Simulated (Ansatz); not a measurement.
# Mg on Al(100): change of the work function, part 5 of 5

How does Mg on the hollow site change the work function of Al(100) as the layer fills?

Ansatz 0.2.0; plane-wave DFT, PBE-D3(BJ), Ansatz PAW (the session's first sound run).

So far, work function, upper face (eV): step 2 (the clean slab, PBE D3(BJ)) 4.33; step 6 (adsorbate added, k-mesh 10×10×1, coverage 1 ML, PBE D3(BJ)) 3.92; step 8 (the 0.25 ML cell at another level of theory, cutoff 420 eV, functional PBEsol) 3.16; step 9 (the 0.25 ML cell at another level of theory, cutoff 420 eV, functional RPBE) 3.07; step 10 (the 0.25 ML cell at another level of theory, cutoff 1142.88 eV, functional PBE, PBE norm-conserving) 3.15.

## Step 13: A changed input

This step: plane-wave DFT, PBE-D3(BJ), Ansatz PAW (Ansatz 0.2.0).

System of this step: Al(100). The cell holds 4 atoms: 4 Al. Cell: a = 2.864 Å, b = 2.864 Å, c = 24.075 Å, α = 90.0°, β = 90.0°, γ = 90.0°. Vacuum lies along c.

Another changed input: it repeats the earlier run at 0 ML with scf.algorithm to direct_min, scf.mixing.algorithm to broyden and scf.mixing.beta to 0.9.

input.yaml

```yaml
crystal:
  lattice:
    - [2.8637824638, 0.0, 0.0]
    - [0.0, 2.8637824638, 0.0]
    - [0.0, 0.0, 24.075]
  atoms:
    - { symbol: Al, position: [0.5, 0.5, 0.3738317757] }
    - { symbol: Al, position: [0.0, 0.0, 0.4579439252] }
    - { symbol: Al, position: [0.5, 0.5, 0.5420560748] }
    - { symbol: Al, position: [0.0, 0.0, 0.6261682243] }
kpoints:
  mp_grid: { grid: [10, 10, 1] }
hamiltonian:
  xc: pbe
  dispersion: d3bj
scf:
  occupations: { method: fermi_dirac, width: 0.1 }
  convergence: { dr2_threshold: 1.0e-08 }
  algorithm: direct_min
  mixing: { algorithm: broyden, beta: 0.9 }
efield:
  axis: 3
  dipole_correction: true
  ramp_position: 0.97
  ramp_width: 0.06
relax:
  f_tol: 0.02
  max_steps: 60
  constraints: [{ sites: [0, 1] }]
output:
  write_potential: true
  write_density: true
  volumetric_format: npy
```

Started as:

```console
$ ansatz run input.yaml --threads 4 --pin off --max-ram 6144MiB --backend cpu --events-out ev --progress --plain --runs-dir out
```

Numbers of over 12 decimals in the logs are rounded to 6 here.

Log:

```text
[...]
Crystal: 4 atoms, lattice volume = 197.445 Å³
Basis set: ecut = 420 eV, 3877 PW (Γ), exchange–correlation on 40×40×324 points (8 copies of the dense FFT grid, shifted against one another)
Bands: 10, of which v1, the nominal top of the filled ones, is band 6 counted from 1 (5 counted from 0)
Symmetry: 8 space group operations
k-points: 21 of 100
[...]
SCF iter   1: F=—  HF=-2149.980632 eV  |F-HF|=—  |Δ(HF+E_count)|=         —  Δρ=1.15e-3  dr2=6.23e-3  ethr=1.77e-3  p=0.000 e·Å  D=4.85e-14 V/Å  ΔV_dip=-0.00 eV  dr2_dipole=1.56e-9  V_vac-E_F(+/−)=4.18/4.18 eV  ⟨swp⟩=10.2  Hψ=1400  notcnv=2
[...]
SCF iter   5: F=-2149.981296 eV  HF=-2149.981296 eV  |F-HF|=8.74e-10  |Δ(HF+E_count)|=   2.65e-9  Δρ=4.18e-7  dr2=1.20e-9  ethr=9.45e-11  p=-0.000 e·Å  D=-5.84e-7 V/Å  ΔV_dip=0.00 eV  dr2_dipole=3.19e-12  V_vac-E_F(+/−)=4.34/4.34 eV  ⟨swp⟩=5.0  Hψ=693  notcnv=0  defer=1
SCF 1 converged in 5 iterations: F = -2149.981296 eV  dr2 = 1.20e-9
  Residual-converged pass: ⟨swp⟩=8.7  Hψ=1166  notcnv=0  max |occ|·‖R‖ = 9.7e-9 eV (tolerance 1.0e-8 eV)  dr2=1.32e-9  dr2_onsite=4.95e-11  max |Δocc| = 3.0e-8
[...]
relax step   1: F+E_penalty+E_count = -2149.98129624 eV  Δ(F+E_penalty+E_count) = +0.000e0 eV  max|allowed force component| = 8.636e-2 eV/Å  Δτ_max = 0.0000 Å  (5 SCF iters, accepted)
[...]
SCF iter   7: F=-2149.985335 eV  HF=-2149.985335 eV  |F-HF|=7.19e-11  |Δ(HF+E_count)|=  5.28e-11  Δρ=7.34e-8  dr2=8.10e-11  ethr=4.67e-12  p=0.000 e·Å  D=4.49e-4 V/Å  ΔV_dip=-0.01 eV  dr2_dipole=7.80e-14  V_vac-E_F(+/−)=4.32/4.33 eV  ⟨swp⟩=5.3  Hψ=722  notcnv=0  defer=1
SCF 2 converged in 7 iterations: F = -2149.985335 eV  dr2 = 8.10e-11
[...]
relax step   2: F+E_penalty+E_count = -2149.98533548 eV  Δ(F+E_penalty+E_count) = -4.039e-3 eV  max|allowed force component| = 3.617e-2 eV/Å  Δτ_max = 0.1078 Å  (7 SCF iters, accepted)
SCF iter   1: F=—  HF=-2149.986523 eV  |F-HF|=—  |Δ(HF+E_count)|=         —  Δρ=4.24e-4  dr2=3.09e-3  ethr=3.51e-4  p=0.000 e·Å  D=4.49e-4 V/Å  ΔV_dip=-0.01 eV  dr2_dipole=4.70e-4  V_vac-E_F(+/−)=4.32/4.33 eV  ⟨swp⟩=3.9  Hψ=651  notcnv=0  defer=1
[...]
SCF iter   6: F=-2149.986277 eV  HF=-2149.986277 eV  |F-HF|=1.47e-10  |Δ(HF+E_count)|=   5.03e-9  Δρ=1.48e-7  dr2=1.82e-10  ethr=1.91e-11  p=0.000 e·Å  D=3.06e-4 V/Å  ΔV_dip=-0.01 eV  dr2_dipole=3.19e-13  V_vac-E_F(+/−)=4.33/4.34 eV  ⟨swp⟩=5.1  Hψ=698  notcnv=0
SCF 3 converged in 6 iterations: F = -2149.986277 eV  dr2 = 1.82e-10
[...]
relax step   3: F+E_penalty+E_count = -2149.98627710 eV  Δ(F+E_penalty+E_count) = -9.416e-4 eV  max|allowed force component| = 6.439e-3 eV/Å  Δτ_max = 0.0363 Å  (6 SCF iters, accepted)
[...]
SCF converged after 6 iterations
Stability not checked: this state was not tested for a lower state beside it, because a direct minimisation reached the state, and no test of it is asked (direct_minimisation; see scf.lower_state_search)
Free energy (F): -2149.986277 eV
[...]
Internal energy: -2149.915924 eV  (E = F + TS)
E sigma→0 (E₀):  -2149.951101 eV
Entropy (-TS):   -0.070353 eV (-17.588 meV/atom)
Fermi energy:    -0.164813 eV
Dipole field:    D = 0.000305 V/Å  (p = 0.000333 e·Å, saw-weighted, corrected)
Work function:   Φ+ = 4.3288 eV   Φ− = 4.3361 eV
[...]
--- Forces (eV/Å), atoms counted from 1 ---
  atom   1  Al     0.00000000     0.00000000    -0.08384607
  atom   2  Al    -0.00000000     0.00000000     0.07379611
  atom   3  Al    -0.00000000     0.00000000     0.00643913
  atom   4  Al    -0.00000000     0.00000000     0.00361489
  max |Σ_I F_I| component: 4.06e-6 eV/Å
--- Band table (eV; the first three rows and the last of 21) ---
[...]
--- Relaxed structure (3 steps of the walk, 3 accepted, 0 SCFs on fresh bases) ---
  F+E_penalty+E_count = -2149.98627710 eV   max|allowed force component| = 6.439e-3 eV/Å
  atoms:
    - { symbol: Al, position: [0.5, 0.5, 0.373832] }
    - { symbol: Al, position: [0.0, 0.0, 0.457944] }
    - { symbol: Al, position: [0.5, 0.5, 0.543952] }
    - { symbol: Al, position: [0, 0.0, 0.629138] }
```

It took 31 s on 4 threads of Arm Neoverse N1, shared host; peak memory 0.37 GiB; 68 s of CPU time.

Step by step:

```csv
step,energy less that of the first step (eV),largest force component (eV/Å)
1,0.0000,0.0864
2,-0.0040,0.0362
3,-0.0050,0.0064
```

The run keeps the 8 symmetry operations that it works with, so distortions that break them were not tested.

The atoms that moved most (Å):

```
atom     dx     dy     dz  length
 Al4  0.000  0.000  0.072   0.072
 Al3  0.000  0.000  0.046   0.046
```

Final coordinates:

```xyz
4
Lattice="2.8638 0.0000 0.0000 0.0000 2.8638 0.0000 0.0000 0.0000 24.0750" Properties=species:S:1:pos:R:3
Al    1.4319    1.4319    9.0000
Al    0.0000    0.0000   11.0250
Al    1.4319    1.4319   13.0956
Al    0.0000    0.0000   15.1465
```

This step gave:

```
energy at zero smearing   : -2149.9511 eV
work function, upper face : 4.329 eV
dipole along the normal   : 3.33e-4 e·Å
```

```
                      quantity  this run  earlier run  difference
work function, upper face (eV)     4.329        4.329      1.6e-4
 dipole along the normal (e·Å)   3.33e-4      3.45e-4     -1.2e-5
```

Nothing in the table moves by 0.01 in its unit (for the dipole 0.5 % and 5e-5 e·Å). The run took 18 SCF cycles against 20.

From the first step to the last the energy fell by 0.005 eV, and the largest move was 0.07 Å (Al4).

## Step 14: Outcome

| Property | Result |
| --- | --- |
| work function of the clean face | 4.33 eV |
| work function at 0.11 ML | 3.56 eV |
| work function at 0.25 ML | 3.15 eV |
| work function at 0.5 ML | 3.63 eV |
| work function at 1 ML | 3.92 eV |
| dipole per adsorbate at 0.11 ML, positive end outwards | 1.46 D |

What this shows: Mg lowers the work function of Al(100) at the lowest coverage, by 0.77 eV: the adsorbate layer has its positive end outwards. The dipole per adsorbate falls from 1.46 to 0.10 D as the layer fills. Neighbouring dipoles depolarise each other, and heights and bonding change with coverage too. The work function passes a minimum near 0.25 ML among the coverages run and rises again. The slab has 4 layers, at the tabulated experimental lattice constant, one starting site was run, and quantum-size effects of a slab this thin can reach one or two tenths of an eV.

[Logs are printed without paths, hosts, clocks, repeated set-up lines and the standing remarks that a program may print on its own settings, such as how far it seeks lower states.]

[Hosts, paths, dates, database ids (printed as entryN), source tags and the programs' standing remarks are cut or masked in the printed files.]

[Maps of the electrostatic potential energy from Ansatz leave out the sawtooth potential of an applied field or a dipole correction, so their vacuum need not be flat; planar profiles and work functions include it.]
